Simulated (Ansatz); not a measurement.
# KCl (Sylvite): given cell or relaxed cell?

Wanted: the change of the gap of KCl (Sylvite) on relaxing cell and ions.

Method: PBE, HSE06 and G0W0, plane waves, PAW, in Ansatz 0.2.0.

## (1) Starting point

The structure is cubic, space group Fm-3m (No. 225). The conventional cell has a = 6.293 Å, b = 6.293 Å, c = 6.293 Å, α = 90.00°, β = 90.00°, γ = 90.00°. Nearest to K lie 6 Cl at 3.15 Å. Nearest to Cl lie 6 K at 3.15 Å. Farther neighbours and most contacts between anions are not listed.

As a file:

```cif
data_structure
_symmetry_space_group_name_H-M 'Fm-3m'
_symmetry_Int_Tables_number 225
_cell_length_a 6.2929
_cell_length_b 6.2929
_cell_length_c 6.2929
_cell_angle_alpha 90.000
_cell_angle_beta 90.000
_cell_angle_gamma 90.000
_cell_volume 249.21
loop_
_atom_site_label
_atom_site_type_symbol
_atom_site_symmetry_multiplicity
_atom_site_Wyckoff_symbol
_atom_site_fract_x
_atom_site_fract_y
_atom_site_fract_z
_atom_site_occupancy
K1 K 4 a 0.00000 0.00000 0.00000 1
Cl1 Cl 4 b 0.50000 0.00000 0.00000 1
```

The cell and positions come from the Crystallography Open Database and are kept as given unless a step says otherwise. The default PAW set here is soft_2. Its files were made with PBE.

## (2) PBE bands at the given cell

Levels along a band path, at the cheap level, show where the edges lie and whether the meshes to come will hold them.

This step: DFT, PBE, plane waves, PAW.

The input, input.yaml:

```yaml
crystal:
  lattice:
    - [0.0, 3.14647, 3.14647]
    - [3.14647, 0.0, 3.14647]
    - [3.14647, 3.14647, 0.0]
  atoms:
    - { symbol: K, position: [0.0, 0.0, 0.0] }
    - { symbol: Cl, position: [0.5, 0.5, 0.5] }
kpoints:
  mp_grid: { grid: [6, 6, 6] }
  band_path:
    path:
      - [[0.0, 0.0, 0.0], [0.5, 0.0, 0.5], [0.625, 0.25, 0.625]]
      - [[0.375, 0.375, 0.75], [0.0, 0.0, 0.0], [0.5, 0.5, 0.5], [0.5, 0.25, 0.75], [0.5, 0.0, 0.5]]
    npoints: 10
hamiltonian:
  xc: pbe
scf:
  occupations: { method: fermi_dirac, width: 0.02 }
  n_extra_bands: 4
output:
  eigenvalues: true
  write_density: true
  write_potential: true
  elf: true
  volumetric_format: npy
```

Command:

```bash
> ansatz run input.yaml --threads 3 --pin off --max-ram 92160MiB --backend cuda --events-out ev --progress --plain --runs-dir out --devices 1 --max-vram 13GiB
```

Numbers of over 12 decimals in the logs are rounded to 6 here.

Log:

```text
scf.n_extra_bands = 4 over 8 filled bands (N_el = 16.0): the run solves 12 bands
GPUs: using 1 of 1 available (devices: 1).
Engine: ansatz 0.2.0, x86_64-unknown-linux-gnu
Pseudopotentials: kind: paw
Pseudopotential: K, paw, valence charge 9, recommended cutoff 420 eV (normal), K.paw.azcp
Pseudopotential: Cl, paw, valence charge 7, recommended cutoff 420 eV (normal), Cl.paw.azcp
Functional definition: PBE
  parameter kappa = 0.804
  parameter beta = 0.066725
  exchange = pbe_x(kappa = kappa, mu = beta*pi^2/3)
  correlation = pbe_c(beta = beta)
device memory: the entry about to start is reckoned to put 0.7 GiB on a device that reports 55.3 GiB free (of which the cap on the GPU budget leaves the run 13.0 GiB)
GPU FFT provider: cuFFT
GPU libraries: cuBLAS 13.8.2, cuFFT 12.4.0, cuSOLVER 12.3.4
Crystal: 2 atoms, lattice volume = 62.302 Å³
Basis set: ecut = 420 eV, 1243 PW (Γ)
Bands: 12, of which v1, the nominal top of the filled ones, is band 8 counted from 1 (7 counted from 0)
Symmetry: 48 space group operations
Space group: Fm-3m (ITA 225), of the structure as read, at distance tolerance 4.0e-5 Å
k-points: 16 of 216
Non-local potential: K, projectors of the file, l = 0: 3, l = 1: 2, l = 2: 2
Non-local potential: Cl, projectors of the file, l = 0: 2, l = 1: 2, l = 2: 2
PAW form: soft (Blöchl's): semilocal exchange-correlation on the pseudo side does not see the compensation charge
PAW one-centre angular grid: K, 110 points (default); XC on 64 Gauss nodes
PAW one-centre angular grid: Cl, 110 points (default); XC on 64 Gauss nodes
Initial density: superposition of atomic densities (neutral atoms: chi_scale 0, normalization atom), corrected by the library's trained network
Initial wavefunctions: pseudopotential atomic-orbital guess
GPU buffer pool allocated for 27000 grid points (all kernels)
GPU transforms: local potential and band sums: pruned to the plane-wave sphere, on 30×30×30
Functional: x = pbe(κ = 0.804, μ = 0.219515), c = pbe(β = 0.066725)
SCF iter   1: F=—  HF=-2621.220403 eV  |F-HF|=—  |Δ(HF+E_count)|=         —  Δρ=2.21e-4  dr2=1.80e-5  ethr=1.77e-3  ⟨swp⟩=6.1  Hψ=1226  notcnv=0
preconditioner: auto → none  [insulator: Δε(μ)=5.182 eV  Ē_g=15.282 eV  σ=0.020 eV  W_gap=1.00  n_scr=14 (ndim 8)  ℏωp=17.6 eV  f_vac=0.081  D(μ)=0.00/eV (n_scr^D=0)  ε∞_Penn≈2.3]
SCF iter   2: F=—  HF=-2621.220089 eV  |F-HF|=—  |Δ(HF+E_count)|=   3.14e-4  Δρ=2.81e-4  dr2=7.32e-5  ethr=1.12e-7  ⟨swp⟩=3.4  Hψ=575  notcnv=0
SCF iter   3: F=—  HF=-2621.220073 eV  |F-HF|=—  |Δ(HF+E_count)|=   1.60e-5  Δρ=1.56e-4  dr2=2.14e-5  ethr=1.12e-7  ⟨swp⟩=2.0  Hψ=256  notcnv=0
SCF iter   4: F=—  HF=-2621.220071 eV  |F-HF|=—  |Δ(HF+E_count)|=   2.31e-6  Δρ=4.69e-5  dr2=1.83e-6  ethr=1.12e-7  ⟨swp⟩=2.0  Hψ=304  notcnv=0
SCF iter   5: F=—  HF=-2621.220070 eV  |F-HF|=—  |Δ(HF+E_count)|=   4.82e-7  Δρ=1.71e-5  dr2=2.40e-7  ethr=1.15e-8  ⟨swp⟩=2.0  Hψ=237  notcnv=0
SCF iter   6: F=-2621.220070 eV  HF=-2621.220070 eV  |F-HF|=9.53e-9  |Δ(HF+E_count)|=   7.63e-8  Δρ=3.81e-6  dr2=1.18e-8  ethr=6.25e-10  ⟨swp⟩=3.0  Hψ=411  notcnv=0
SCF 1 converged in 6 iterations: F = -2621.220070 eV  dr2 = 1.18e-8
[...]
device memory: the entry about to start is reckoned to put 0.9 GiB on a device that reports 54.6 GiB free (of which the cap on the GPU budget leaves the run 13.0 GiB)
NSCF: frozen V_eff on 62 k-points, pencils in batches of 32, up to order 56
SCF converged after 6 iterations
Free energy (F): -2621.220070 eV
Harris-Foulkes:  -2621.220070 eV  (|F-HF|=9.53e-9)
Internal energy: -2621.220070 eV  (E = F + TS)
E sigma→0 (E₀):  -2621.220070 eV
Fermi energy:    3.460736 eV
--- Per-component energies (eV) ---
  E_band       = -131.539017
  E_kinetic    = 416.292439
  E_local      = -835.238293  (includes V_loc(G=0)·N_el)
  E_nonlocal   = 41.058471
  E_hartree    = 280.130750
  E_xc         = -243.260756
  E_vxc        = -288.140172  (∫ρ·V_xc dr)
  E_paw        = -1441.182121  (= ΣΔE_a)
  E_vpaw       = -25.771975  (= ΣTr[D̂ρ^β])
  E_aug_tail   = 0.000085  (compensation charges beyond the density's cutoff)
  E_ewald      = -839.020646
  E_smearing   = -0.000000  (= −TS)
  E_closure    = -0.000000  (closes the sum)
  Σ components = -2621.220070   (vs F -2621.220070, Δ=0.00e0)
--- Band table (eV; the first three rows and the last of 16) ---
  k-point 0: bands = [... 4 lower, -9.7996, 0.8534, 0.8534, 0.8534, 6.0425, 9.2167, 9.2167, 9.2167]
  k-point 1: bands = [... 4 lower, -9.7349, 0.5399, 0.7677, 0.7677, 6.6771, 9.0484, 9.5582, 9.5582]
  k-point 2: bands = [... 4 lower, -9.6155, 0.0236, 0.6053, 0.6053, 7.9022, 9.1160, 10.4836, 10.4836]
  k-point 15: bands = [... 4 lower, -9.7453, 0.2829, 0.4309, 0.4959, 8.1014, 9.7692, 9.9173, 10.9948]
```

It took 4.2 s on 1 × NVIDIA H100 80GB HBM3 (shared by 6 runs) with 3 threads of AMD EPYC 7R13 (Zen 3), shared host; peak memory 0.9 GiB; 2.7 s of CPU time.

This step gave:

```yaml
filled_bands: 8
gap: 5.189 eV
valence_top_at: Γ
conduction_bottom_at: Γ
least_direct_gap: 5.189 eV
```

The gap is direct, at Γ.

## (3) The relaxed cell

Cell and ions were relaxed with PBE; that run is not shown. It left this cell:

Symmetry: Fm-3m, No. 225, cubic system. The conventional cell has a = 6.378 Å, b = 6.378 Å, c = 6.378 Å, α = 90.00°, β = 90.00°, γ = 90.00°. Nearest to K lie 6 Cl at 3.19 Å. Nearest to Cl lie 6 K at 3.19 Å. Farther neighbours and most contacts between anions are not listed.

## (4) PBE at the relaxed cell

The cell differs from the one that the last finished run ended in (a 4.450 → 4.510 Å, b 4.450 → 4.510 Å, c 4.450 → 4.510 Å).

input.yaml, the sections that differ from step 2:

```yaml
crystal:
  lattice:
    - [0.0, 3.1891787586, 3.1891787586]
    - [3.1891787586, 0.0, 3.1891787586]
    - [3.1891787586, 3.1891787586, 0.0]
  atoms:
    - { symbol: K, position: [0.0, 0.0, 0.0] }
    - { symbol: Cl, position: [0.5, 0.5, 0.5] }
output:
  eigenvalues: true
# kpoints, hamiltonian, scf: as in step 2
```

Log:

```text
[...]
GPUs: using 1 of 1 available (devices: 1).
[...]
GPU FFT provider: cuFFT
GPU libraries: cuBLAS 13.8.2, cuFFT 12.4.0, cuSOLVER 12.3.4
Crystal: 2 atoms, lattice volume = 64.873 Å³
Basis set: ecut = 420 eV, 1243 PW (Γ)
Bands: 12, of which v1, the nominal top of the filled ones, is band 8 counted from 1 (7 counted from 0)
[... 1 set-up line as in the run before ...]
[...]
k-points: 16 of 216
[...]
E sigma→0 (E₀):  -2621.226095 eV
Fermi energy:    3.130190 eV
[...]
--- Band table (eV; the first three rows and the last of 16) ---
  k-point 0: bands = [... 4 lower, -10.1618, 0.5908, 0.5908, 0.5908, 5.6429, 8.9288, 8.9288, 8.9288]
  k-point 1: bands = [... 4 lower, -10.1025, 0.2980, 0.5134, 0.5134, 6.2548, 8.7527, 9.2563, 9.2563]
  k-point 2: bands = [... 4 lower, -9.9934, -0.1852, 0.3664, 0.3664, 7.4744, 8.7616, 10.1418, 10.1418]
  k-point 15: bands = [... 4 lower, -10.1114, 0.0453, 0.1981, 0.2495, 7.8245, 9.3819, 9.4592, 10.5615]
[key lines of the parts left out:]
SCF converged after 6 iterations
Free energy (F): -2621.226095 eV
```

It took 6 s on 1 × NVIDIA H100 80GB HBM3 (shared by 6 runs) with 3 threads; peak memory 0.9 GiB; 2.9 s of CPU time.

Numbers from this step:

| Quantity | Value |
| --- | --- |
| gap | 5.052 eV |
| valence top at | Γ |
| conduction bottom at | Γ |
| least direct gap | 5.052 eV |

The gap is direct, at Γ.

## (5) HSE06 at the relaxed cell

HSE06 mixes in a quarter of exact exchange at short range. Exchange couples all pairs of k points, which makes a full band path dear, so levels are read on the mesh and at chosen points.

This step: DFT, HSE06, plane waves, PAW.

input.yaml, the sections that differ from step 4:

```yaml
kpoints:
  mp_grid: { grid: [4, 4, 4] }
  band_path:
    path:
      - [0.0, 0.0, 0.0]
      - [0.5, 0.0, 0.5]
      - [0.625, 0.25, 0.625]
      - [0.375, 0.375, 0.75]
      - [0.5, 0.5, 0.5]
      - [0.5, 0.25, 0.75]
    npoints: 1
hamiltonian:
  xc: hse06
scf:
  occupations: { method: fixed }
  n_extra_bands: 4
# crystal, output: as in step 4
```

Log:

```text
[...]
GPUs: using 1 of 1 available (devices: 1).
[...]
davidson cushion auto → on  (no smearing: the cushion is to keep the highest requested band from converging to the state above it; pin scf.eigensolver.cushion to override)
[...]
GPU FFT provider: cuFFT
GPU libraries: cuBLAS 13.8.2, cuFFT 12.4.0, cuSOLVER 12.3.4
Crystal: 2 atoms, lattice volume = 64.873 Å³
Basis set: ecut = 420 eV, 1243 PW (Γ)
[...]
E sigma→0 (E₀):  -2622.889683 eV
Fermi energy:    -0.392205 eV
[...]
--- Band table (eV; the first three rows and the last of 8) ---
  k-point 0: bands = [... 4 lower, -11.8338, -0.3922, -0.3922, -0.3922, 5.9607, 9.4836, 9.4836, 9.4836]
  k-point 1: bands = [... 4 lower, -11.7308, -0.9524, -0.5489, -0.5489, 7.2048, 9.1661, 10.2501, 10.2501]
  k-point 2: bands = [... 4 lower, -11.6338, -1.4159, -0.6971, -0.6971, 8.3777, 9.5274, 11.7649, 11.7649]
  k-point 7: bands = [... 4 lower, -11.7612, -0.8677, -0.8677, -0.8616, 8.9916, 8.9916, 10.3709, 10.9711]
[key lines of the parts left out:]
Free energy (F): -2622.889683 eV
```

The job ended after 15 s (1 × NVIDIA H100 80GB HBM3 (shared by 6 runs) with 3 threads; peak memory 1 GiB).

Numbers from this step:

```yaml
gap: 6.353 eV
valence_top_at: Γ
conduction_bottom_at: Γ
least_direct_gap: 6.353 eV
```

The gap stands +1.30 eV against PBE.

## (6) G0W0 at the relaxed cell

Now the one-shot GW correction: screening in the RPA, then the self-energy of the levels asked for.

This step: G0W0 on PBE, plane waves, PAW.

The input, input.yaml:

```yaml
crystal:
  lattice:
    - [0.0, 3.1891787586, 3.1891787586]
    - [3.1891787586, 0.0, 3.1891787586]
    - [3.1891787586, 3.1891787586, 0.0]
  atoms:
    - { symbol: K, position: [0.0, 0.0, 0.0] }
    - { symbol: Cl, position: [0.5, 0.5, 0.5] }
kpoints:
  mp_grid: { grid: [4, 4, 4] }
hamiltonian:
  xc: pbe
scf:
  occupations: { method: fixed }
gw:
  n_empty_bands: 193
  ecut_chi: 120
  qp_bands: [v2, c2]
  qp_kpoints: band_edges
  screening: { model: contour_deformation }
```

Log:

```text
GPUs: using 1 of 1 available (devices: 1).
[...]
GPU FFT provider: cuFFT
GPU libraries: cuBLAS 13.8.2, cuFFT 12.4.0, cuSOLVER 12.3.4
Crystal: 2 atoms, lattice volume = 64.873 Å³
Basis set: ecut = 420 eV, 1243 PW (Γ)
Bands: 12, of which v1, the nominal top of the filled ones, is band 8 counted from 1 (7 counted from 0)
[... 1 set-up line as in the run before ...]
[...]
k-points: 8 of 64
[...]
1    10      8.6953    -4.0964    -3.2055    -8.6181  0.8583    10.0280    10.0115  root
[...]
7     7      0.1406   -20.0354     2.5054   -15.4393  0.7994    -2.0114    -1.9502  root
     7     8      0.1413   -19.9340     2.5021   -15.3580  0.7980    -1.9934    -1.9326  root
     7     9      8.5566    -4.1725    -3.1542    -8.5271  0.8570     9.7707     9.7569  root
     7    10      8.5566    -4.1725    -3.1542    -8.5271  0.8570     9.7707     9.7569  root
[key lines of the parts left out:]
SCF converged after 6 iterations
Free energy (F): -2621.225926 eV
Fermi energy:    0.591129 eV
```

It took 10 s on 1 × NVIDIA H100 80GB HBM3 (shared by 6 runs) with 3 threads; peak memory 1.1 GiB.

This step gave:

| Item | Value |
| --- | --- |
| bands summed | 201 |
| RPA ε∞ on this mesh (eigenvalues) | 2.136, 2.136, 2.136 |
| plane waves in the screening matrix | 181 |
| G0W0 gap on the mesh | 7.760 eV |
| k of the valence top | 0, 0, 0 |
| k of the conduction bottom | 0, 0, 0 |
| starting gap on the mesh | 5.052 eV |
| least direct G0W0 gap on the computed points | 7.760 eV |

The gap on the mesh goes from 5.05 eV to 7.76 eV, a correction of +2.71 eV. Between the two edge states, bare exchange in place of the xc potential would open the gap by 8.09 eV, and correlation takes back 5.39 eV.

## (7) G0W0 at the given cell

input.yaml, the sections that differ from step 6:

```yaml
crystal:
  lattice:
    - [0.0, 3.14647, 3.14647]
    - [3.14647, 0.0, 3.14647]
    - [3.14647, 3.14647, 0.0]
  atoms:
    - { symbol: K, position: [0.0, 0.0, 0.0] }
    - { symbol: Cl, position: [0.5, 0.5, 0.5] }
gw:
  n_empty_bands: 185
  ecut_chi: 120
  qp_bands: [v2, c2]
  qp_kpoints: band_edges
  screening: { model: contour_deformation }
# kpoints, hamiltonian, scf: as in step 6
```

Log:

```text
GPUs: using 1 of 1 available (devices: 1).
[...]
GPU FFT provider: cuFFT
GPU libraries: cuBLAS 13.8.2, cuFFT 12.4.0, cuSOLVER 12.3.4
Crystal: 2 atoms, lattice volume = 62.302 Å³
Basis set: ecut = 420 eV, 1243 PW (Γ)
Bands: 12, of which v1, the nominal top of the filled ones, is band 8 counted from 1 (7 counted from 0)
[... 1 set-up line as in the run before ...]
[...]
k-points: 8 of 64
[...]
1    10      9.0094    -4.2258    -3.2648    -8.8044  0.8579    10.3390    10.3231  root
[...]
7     7      0.3817   -20.1252     2.5203   -15.5257  0.8009    -1.7552    -1.6976  root
     7     8      0.3817   -20.1252     2.5203   -15.5257  0.8009    -1.7552    -1.6976  root
     7     9      8.8818    -4.2775    -3.2159    -8.6986  0.8568    10.1004    10.0870  root
     7    10      8.8818    -4.2775    -3.2159    -8.6986  0.8568    10.1004    10.0870  root
[key lines of the parts left out:]
SCF converged after 6 iterations
Free energy (F): -2621.219872 eV
Fermi energy:    0.853681 eV
```

The job ended after 12 s (1 × NVIDIA H100 80GB HBM3 (shared by 6 runs) with 3 threads; peak memory 1.1 GiB; 5.5 s of CPU time).

Numbers from this step:

```
bands summed                                 : 193
RPA ε∞ on this mesh (eigenvalues)            : 2.174, 2.174, 2.174
plane waves in the screening matrix          : 169
G0W0 gap on the mesh                         : 7.878 eV
k of the valence top                         : 0, 0, 0
k of the conduction bottom                   : 0, 0, 0
starting gap on the mesh                     : 5.189 eV
least direct G0W0 gap on the computed points : 7.878 eV
```

The gap on the mesh goes from 5.19 eV to 7.88 eV, a correction of +2.69 eV. Between the two edge states, bare exchange in place of the xc potential would open the gap by 8.15 eV, and correlation takes back 5.46 eV.

## (8) Together

G0W0 rows are gaps on the mesh, lowered by the amount that the mesh misses the start's edges, a rough step that assumes the same correction there.

```
   level  given cell (eV)  relaxed cell (eV)  change (eV)
     PBE             5.19               5.05        −0.14
   HSE06                -               6.35            -
G0W0@PBE             7.88               7.76        −0.12
```

## (9) Summary of results

| Quantity | Value |
| --- | --- |
| volume change | +4.1 % |
| PBE, given cell | 5.19 eV |
| PBE, relaxed cell | 5.05 eV |
| HSE06, relaxed cell | 6.35 eV |
| G0W0@PBE, relaxed cell | 7.76 eV |
| G0W0@PBE, given cell | 7.88 eV |
| known limits | not at the basis limit |

**Reading.** Relaxation changes the volume by +4.1 % and the gap by −0.14 eV (PBE) and −0.12 eV (G0W0@PBE). Bands and cutoff are finite, so the gap is not at the basis limit. The miss can reach some tenths of an eV and take either sign; the mesh is an error of its own.

[Paths, hosts, dates, memory and timing lines, banners, echoed tables and standing remarks are left out of the program output.]

[Logs are printed without paths, hosts, clocks, repeated set-up lines and the standing remarks that a program may print on its own settings, such as how far it seeks lower states.]

[Runs of the session that timed out or met a known fault of the program may be left out.]

[Cells called generated may have been cut or substituted from an entry of the Crystallography Open Database or the Materials Project.]

[Hosts, paths, dates, database ids (printed as entryN), source tags and the programs' standing remarks are cut or masked in the printed files.]
